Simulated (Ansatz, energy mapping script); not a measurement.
# Spin model of NiS from collinear orders

Aim: the exchange couplings of NiS from the energies of a few collinear orders, and the ordering temperature that they give.

Calculated with Ansatz 0.2.0; LDA with U = 6.6 eV on Ni d, ortho-atomic projectors; plane waves, U on orthogonalised atomic orbitals unless named otherwise, collinear spin, no spin–orbit coupling.

This is a report of a sequence of runs, with most program output left out.

The database entry behind the starting cell differs from later determinations by our own check (about 0.4 % short), so it need not match the best structure at ambient conditions.

In doubt: warnings of the run leave room for a lower electronic state (step 2), so energies may not be the lowest and differences between runs may mislead.

**1. Starting point**

Symmetry: P6_3/mmc, No. 194, hexagonal system. The conventional cell has a = 3.425 Å, b = 3.425 Å, c = 5.340 Å, α = 90.00°, β = 90.00°, γ = 120.00°. Nearest to Ni lie 6 S at 2.39 Å and 2 Ni at 2.67 Å. Nearest to S lie 6 Ni at 2.39 Å. Farther neighbours and most contacts between anions are not listed.

The U corrects the self-interaction that lets semilocal functionals spread d and f electrons too far. Its value here is typed, not computed.

**2. Seed run in the crystal's own cell**

A corrected shell can settle in several orbital fillings. One parallel run, with an occupation width a fifth wider than the orders use, therefore is to supply the occupation matrices. All orders start from them.

input.yaml reads:

```yaml
crystal:
  lattice:
    - [3.425, 0.0, 0.0]
    - [-1.7125, 2.966137008, 0.0]
    - [0.0, 0.0, 5.34]
  atoms:
    - { symbol: Ni, position: [0.0, 0.0, 0.0], spin: 2.0 }
    - { symbol: Ni, position: [0.0, 0.0, 0.5], spin: 2.0 }
    - { symbol: S, position: [0.333333333, 0.666666667, 0.25] }
    - { symbol: S, position: [0.666666667, 0.333333333, 0.75] }
magnetization:
  spin_polarized: true
kpoints:
  mp_grid: { grid: [9, 9, 5] }
hamiltonian:
  xc: lda
  hubbard:
    sites: [{ species: Ni, l: d, u_eff: 6.6 }]
    projectors: ortho-atomic
scf:
  occupations: { method: fermi_dirac, width: 0.06 }
output:
  eigenvalues: true
```

Run with:

```console
ansatz run input.yaml --threads 4 --pin off --max-ram 8192MiB --backend cpu --events-out ev --progress --plain --runs-dir out
```

Run time: 2.2 min. Hardware: 4 threads of Arm Neoverse V2, shared host; peak memory 2 GiB.

Read from the output:

```
final state                       : ferromagnetic
electrons in the corrected shells : 8.793, 8.793 e
largest moment                    : 0.897 μB
```

**3. Run 1 (parallel; cell A, 4 atoms)**

Each cell gets its own parallel run on the same mesh, so that most of the mesh error cancels in the differences.

input.yaml, the sections that differ from step 2:

```yaml
hamiltonian:
  xc: lda
  hubbard:
    sites:
      - { species: Ni, l: d, u_eff: 6.6 }
      - { site: 0, l: d, u_eff: 6.6, starting_ns: [{ spin: up, occupation_matrix: ni1_major }, { spin: down, occupation_matrix: ni1_minor }] }
      - { site: 1, l: d, u_eff: 6.6, starting_ns: [{ spin: up, occupation_matrix: ni2_major }, { spin: down, occupation_matrix: ni2_minor }] }
    projectors: ortho-atomic
    occupation_matrices:
      ni1_major:
        matrix:
          - [0.984, 0.0, 0.0, 0.001, 0.0]
          - [0.0, 0.937, -0.005, -0.004, -0.036]
          - [0.0, -0.005, 0.969, -0.012, -0.004]
          - [0.001, -0.004, -0.012, 0.977, -0.002]
          - [0.0, -0.036, -0.004, -0.002, 0.962]
      ni1_minor:
        matrix:
          - [0.978, 0.003, -0.012, -0.008, 0.003]
          - [0.003, 0.856, 0.061, 0.043, -0.089]
          - [-0.012, 0.061, 0.494, -0.357, 0.035]
          - [-0.008, 0.043, -0.357, 0.717, 0.027]
          - [0.003, -0.089, 0.035, 0.027, 0.92]
      ni2_major:
        matrix:
          - [0.984, 0.0, 0.0, -0.001, -0.001]
          - [0.0, 0.965, 0.011, -0.008, 0.015]
          - [0.0, 0.011, 0.941, 0.033, -0.008]
          - [-0.001, -0.008, 0.033, 0.963, 0.005]
          - [-0.001, 0.015, -0.008, 0.005, 0.975]
      ni2_minor:
        matrix:
          - [0.978, -0.012, -0.003, 0.002, 0.008]
          - [-0.012, 0.532, -0.126, 0.101, 0.324]
          - [-0.003, -0.126, 0.818, 0.122, 0.092]
          - [0.002, 0.101, 0.122, 0.892, -0.075]
          - [0.008, 0.324, 0.092, -0.075, 0.744]
scf:
  occupations: { method: fermi_dirac, width: 0.05 }
# crystal, magnetization, kpoints, output: as in step 2
```

Elapsed: 15 s, on 4 threads; peak memory 0.8 GiB.

Spin moment in the sphere by atom:

| atom | spin moment in the sphere (μB) |
| --- | --- |
| Ni1 | 0.899 |
| Ni2 | 0.899 |
| S3 | 0.035 |
| S4 | 0.035 |

The run ends ferromagnetic.

**4. Compensated +− start in cell A (4 atoms)**

This order reverses 2 of the 2 neighbours at 2.67 Å, 0 of the 6 neighbours at 3.42 Å and 12 of the 12 neighbours at 4.34 Å, counted for an average magnetic atom.

input.yaml, as its differences from that of step 3:

```diff
@@ -7,3 +7,3 @@
     - { symbol: Ni, position: [0.0, 0.0, 0.0], spin: 2.0 }
-    - { symbol: Ni, position: [0.0, 0.0, 0.5], spin: 2.0 }
+    - { symbol: Ni, position: [0.0, 0.0, 0.5], spin: -2.0 }
     - { symbol: S, position: [0.333333333, 0.666666667, 0.25] }
@@ -20,3 +20,3 @@
       - { site: 0, l: d, u_eff: 6.6, starting_ns: [{ spin: up, occupation_matrix: ni1_major }, { spin: down, occupation_matrix: ni1_minor }] }
-      - { site: 1, l: d, u_eff: 6.6, starting_ns: [{ spin: up, occupation_matrix: ni2_major }, { spin: down, occupation_matrix: ni2_minor }] }
+      - { site: 1, l: d, u_eff: 6.6, starting_ns: [{ spin: up, occupation_matrix: ni2_minor }, { spin: down, occupation_matrix: ni2_major }] }
     projectors: ortho-atomic
```

It took 21 s on 4 threads; peak memory 0.82 GiB; 84 s of CPU time.

Spin moment in the sphere by atom:

| atom | spin moment in the sphere (μB) |
| --- | --- |
| Ni1 | 1.22 |
| Ni2 | -1.22 |
| S3 | 0.00 |
| S4 | 0.00 |

The run ends antiferromagnetic, 191.68 meV a magnetic atom below the parallel order of its cell, a difference that unlike orbital or electronic states can set, not exchange alone.

**5. Run 3 (parallel; cell B, 8 atoms)**

A new cell needs its own zero of energy.

input.yaml, as its differences from that of step 4:

```diff
@@ -2,10 +2,14 @@
   lattice:
-    - [3.425, 0.0, 0.0]
-    - [-1.7125, 2.966137008, 0.0]
-    - [0.0, 0.0, 5.34]
+    - [-3.425, 0.0, 0.0]
+    - [0.0, 0.0, -5.34]
+    - [0.0, -5.932274016, 0.0]
   atoms:
+    - { symbol: Ni, position: [0.5, 0.0, 0.5], spin: 2.0 }
     - { symbol: Ni, position: [0.0, 0.0, 0.0], spin: 2.0 }
-    - { symbol: Ni, position: [0.0, 0.0, 0.5], spin: -2.0 }
-    - { symbol: S, position: [0.333333333, 0.666666667, 0.25] }
-    - { symbol: S, position: [0.666666667, 0.333333333, 0.75] }
+    - { symbol: Ni, position: [0.5, 0.5, 0.5], spin: 2.0 }
+    - { symbol: Ni, position: [0.0, 0.5, 0.0], spin: 2.0 }
+    - { symbol: S, position: [0.500000001, 0.75, 0.166666666] }
+    - { symbol: S, position: [0.0, 0.75, 0.666666666] }
+    - { symbol: S, position: [0.0, 0.25, 0.333333334] }
+    - { symbol: S, position: [0.499999999, 0.25, 0.833333334] }
 magnetization:
@@ -13,3 +17,3 @@
 kpoints:
-  mp_grid: { grid: [9, 9, 5] }
+  mp_grid: { grid: [8, 5, 5] }
 hamiltonian:
@@ -20,3 +24,5 @@
       - { site: 0, l: d, u_eff: 6.6, starting_ns: [{ spin: up, occupation_matrix: ni1_major }, { spin: down, occupation_matrix: ni1_minor }] }
-      - { site: 1, l: d, u_eff: 6.6, starting_ns: [{ spin: up, occupation_matrix: ni2_minor }, { spin: down, occupation_matrix: ni2_major }] }
+      - { site: 1, l: d, u_eff: 6.6, starting_ns: [{ spin: up, occupation_matrix: ni1_major }, { spin: down, occupation_matrix: ni1_minor }] }
+      - { site: 2, l: d, u_eff: 6.6, starting_ns: [{ spin: up, occupation_matrix: ni2_major }, { spin: down, occupation_matrix: ni2_minor }] }
+      - { site: 3, l: d, u_eff: 6.6, starting_ns: [{ spin: up, occupation_matrix: ni2_major }, { spin: down, occupation_matrix: ni2_minor }] }
     projectors: ortho-atomic
```

Run time: 40 s. Hardware: 4 threads; peak memory 1.3 GiB.

The run ends ferromagnetic. For each magnetic atom its energy differs from the parallel run of the first cell by 1.65 meV, an error that one common reference would have brought in.

**6. Order 4: compensated +−−+, cell B of 8 atoms**

This order reverses 2 of the 2 neighbours at 2.67 Å, 4 of the 6 neighbours at 3.42 Å and 4 of the 12 neighbours at 4.34 Å, counted for an average magnetic atom.

input.yaml, as its differences from that of step 5:

```diff
@@ -7,4 +7,4 @@
     - { symbol: Ni, position: [0.5, 0.0, 0.5], spin: 2.0 }
-    - { symbol: Ni, position: [0.0, 0.0, 0.0], spin: 2.0 }
-    - { symbol: Ni, position: [0.5, 0.5, 0.5], spin: 2.0 }
+    - { symbol: Ni, position: [0.0, 0.0, 0.0], spin: -2.0 }
+    - { symbol: Ni, position: [0.5, 0.5, 0.5], spin: -2.0 }
     - { symbol: Ni, position: [0.0, 0.5, 0.0], spin: 2.0 }
@@ -24,4 +24,4 @@
       - { site: 0, l: d, u_eff: 6.6, starting_ns: [{ spin: up, occupation_matrix: ni1_major }, { spin: down, occupation_matrix: ni1_minor }] }
-      - { site: 1, l: d, u_eff: 6.6, starting_ns: [{ spin: up, occupation_matrix: ni1_major }, { spin: down, occupation_matrix: ni1_minor }] }
-      - { site: 2, l: d, u_eff: 6.6, starting_ns: [{ spin: up, occupation_matrix: ni2_major }, { spin: down, occupation_matrix: ni2_minor }] }
+      - { site: 1, l: d, u_eff: 6.6, starting_ns: [{ spin: up, occupation_matrix: ni1_minor }, { spin: down, occupation_matrix: ni1_major }] }
+      - { site: 2, l: d, u_eff: 6.6, starting_ns: [{ spin: up, occupation_matrix: ni2_minor }, { spin: down, occupation_matrix: ni2_major }] }
       - { site: 3, l: d, u_eff: 6.6, starting_ns: [{ spin: up, occupation_matrix: ni2_major }, { spin: down, occupation_matrix: ni2_minor }] }
```

It took 34 s on 4 threads; peak memory 1.2 GiB.

The run ends antiferromagnetic, 48.56 meV a magnetic atom below the parallel order of its cell, a difference that unlike orbital or electronic states can set, not exchange alone (energies taken at zero occupation width, not the printed F).

**7. Run 5 (compensated +−+−; cell B, 8 atoms)**

This order reverses 0 of the 2 neighbours at 2.67 Å, 4 of the 6 neighbours at 3.42 Å and 8 of the 12 neighbours at 4.34 Å, counted for an average magnetic atom.

input.yaml, as its differences from that of step 6:

```diff
@@ -8,4 +8,4 @@
     - { symbol: Ni, position: [0.0, 0.0, 0.0], spin: -2.0 }
-    - { symbol: Ni, position: [0.5, 0.5, 0.5], spin: -2.0 }
-    - { symbol: Ni, position: [0.0, 0.5, 0.0], spin: 2.0 }
+    - { symbol: Ni, position: [0.5, 0.5, 0.5], spin: 2.0 }
+    - { symbol: Ni, position: [0.0, 0.5, 0.0], spin: -2.0 }
     - { symbol: S, position: [0.500000001, 0.75, 0.166666666] }
@@ -25,4 +25,4 @@
       - { site: 1, l: d, u_eff: 6.6, starting_ns: [{ spin: up, occupation_matrix: ni1_minor }, { spin: down, occupation_matrix: ni1_major }] }
-      - { site: 2, l: d, u_eff: 6.6, starting_ns: [{ spin: up, occupation_matrix: ni2_minor }, { spin: down, occupation_matrix: ni2_major }] }
-      - { site: 3, l: d, u_eff: 6.6, starting_ns: [{ spin: up, occupation_matrix: ni2_major }, { spin: down, occupation_matrix: ni2_minor }] }
+      - { site: 2, l: d, u_eff: 6.6, starting_ns: [{ spin: up, occupation_matrix: ni2_major }, { spin: down, occupation_matrix: ni2_minor }] }
+      - { site: 3, l: d, u_eff: 6.6, starting_ns: [{ spin: up, occupation_matrix: ni2_minor }, { spin: down, occupation_matrix: ni2_major }] }
     projectors: ortho-atomic
```

It took 39 s on 4 threads; peak memory 1.2 GiB; 2.5 min of CPU time.

The run ends antiferromagnetic, 77.73 meV a magnetic atom below the parallel order of its cell, a difference that unlike orbital or electronic states can set, not exchange alone (energies taken at zero occupation width, not the printed F).

**8. Run 6 (uncompensated +++−; cell B, 8 atoms)**

This order reverses 1 of the 2 neighbours at 2.67 Å, 2 of the 6 neighbours at 3.42 Å and 6 of the 12 neighbours at 4.34 Å, counted for an average magnetic atom.

input.yaml, as its differences from that of step 7:

```diff
@@ -7,3 +7,3 @@
     - { symbol: Ni, position: [0.5, 0.0, 0.5], spin: 2.0 }
-    - { symbol: Ni, position: [0.0, 0.0, 0.0], spin: -2.0 }
+    - { symbol: Ni, position: [0.0, 0.0, 0.0], spin: 2.0 }
     - { symbol: Ni, position: [0.5, 0.5, 0.5], spin: 2.0 }
@@ -24,3 +24,3 @@
       - { site: 0, l: d, u_eff: 6.6, starting_ns: [{ spin: up, occupation_matrix: ni1_major }, { spin: down, occupation_matrix: ni1_minor }] }
-      - { site: 1, l: d, u_eff: 6.6, starting_ns: [{ spin: up, occupation_matrix: ni1_minor }, { spin: down, occupation_matrix: ni1_major }] }
+      - { site: 1, l: d, u_eff: 6.6, starting_ns: [{ spin: up, occupation_matrix: ni1_major }, { spin: down, occupation_matrix: ni1_minor }] }
       - { site: 2, l: d, u_eff: 6.6, starting_ns: [{ spin: up, occupation_matrix: ni2_major }, { spin: down, occupation_matrix: ni2_minor }] }
```

Elapsed: 83 s, on 4 threads; peak memory 1.3 GiB; 5.4 min of CPU time.

The run ends ferrimagnetic, 82.10 meV a magnetic atom below the parallel order of its cell, a difference that unlike orbital or electronic states can set, not exchange alone (energies taken at zero occupation width, not the printed F).

**9. From energies to couplings**

Each energy difference is a sum of couplings weighted by the pairs that the order reverses. A few near shells are fitted to the differences by least squares. Energies are those extrapolated to zero occupation width, not the free energies F.

The orders side by side; each is measured from the parallel order in the same cell and on the same mesh:

| order | atoms | energy (meV a magnetic atom) | moments (μB) | moments kept as typed | opposed neighbours at 2.67, 3.42, 4.34 Å |
| --- | --- | --- | --- | --- | --- |
| parallel in cell A | 4 | 0.00 | 0.90 | yes | 0, 0, 0 |
| compensated +− in cell A | 4 | -191.68 | 1.22 | yes | 2, 0, 12 |
| parallel in cell B | 8 | 0.00 | 0.89 to 0.90 | yes | 0, 0, 0 |
| compensated +−−+ in cell B | 8 | -48.56 | 1.31 | yes | 2, 4, 4 |
| compensated +−+− in cell B | 8 | -77.73 | 1.17 | yes | 0, 4, 8 |
| uncompensated +++− in cell B | 8 | -82.10 | 0.69 to 1.23 | yes | 1, 2, 6 |

The Heisenberg fit (each pair counts twice, positive J is ferromagnetic):

| pair | distance (Å) | neighbours | J (meV) |
| --- | --- | --- | --- |
| Ni–Ni | 2.67 | 2 | -6.54 |
| Ni–Ni | 3.42 | 6 | 4.05 |
| Ni–Ni | 4.34 | 12 | -6.92 |

**10. Summary of results**

```yaml
couplings: not to be trusted
```

**Reading.** Between the runs the occupations of the corrected shell change by more than 0.2 electrons in one orbital, or the parallel runs differ in their moments. Whether a run was caught in another orbital state or the shell answers to the reversal itself, the energy differences hold more than the exchange of fixed moments, so a Heisenberg reading is in doubt.

[Logs and program files are shortened in this print: banners, set-up blocks, solver, clock and traceback lines can be left out without a mark of their own.]

[Logs are printed without paths, hosts, clocks, repeated set-up lines and the standing remarks that a program may print on its own settings, such as how far it seeks lower states.]

[Hosts, paths, dates, database ids (printed as entryN), source tags and the programs' standing remarks are cut or masked in the printed files.]

[Where a cell is said to come from a database of computed structures, the database is the Materials Project.]
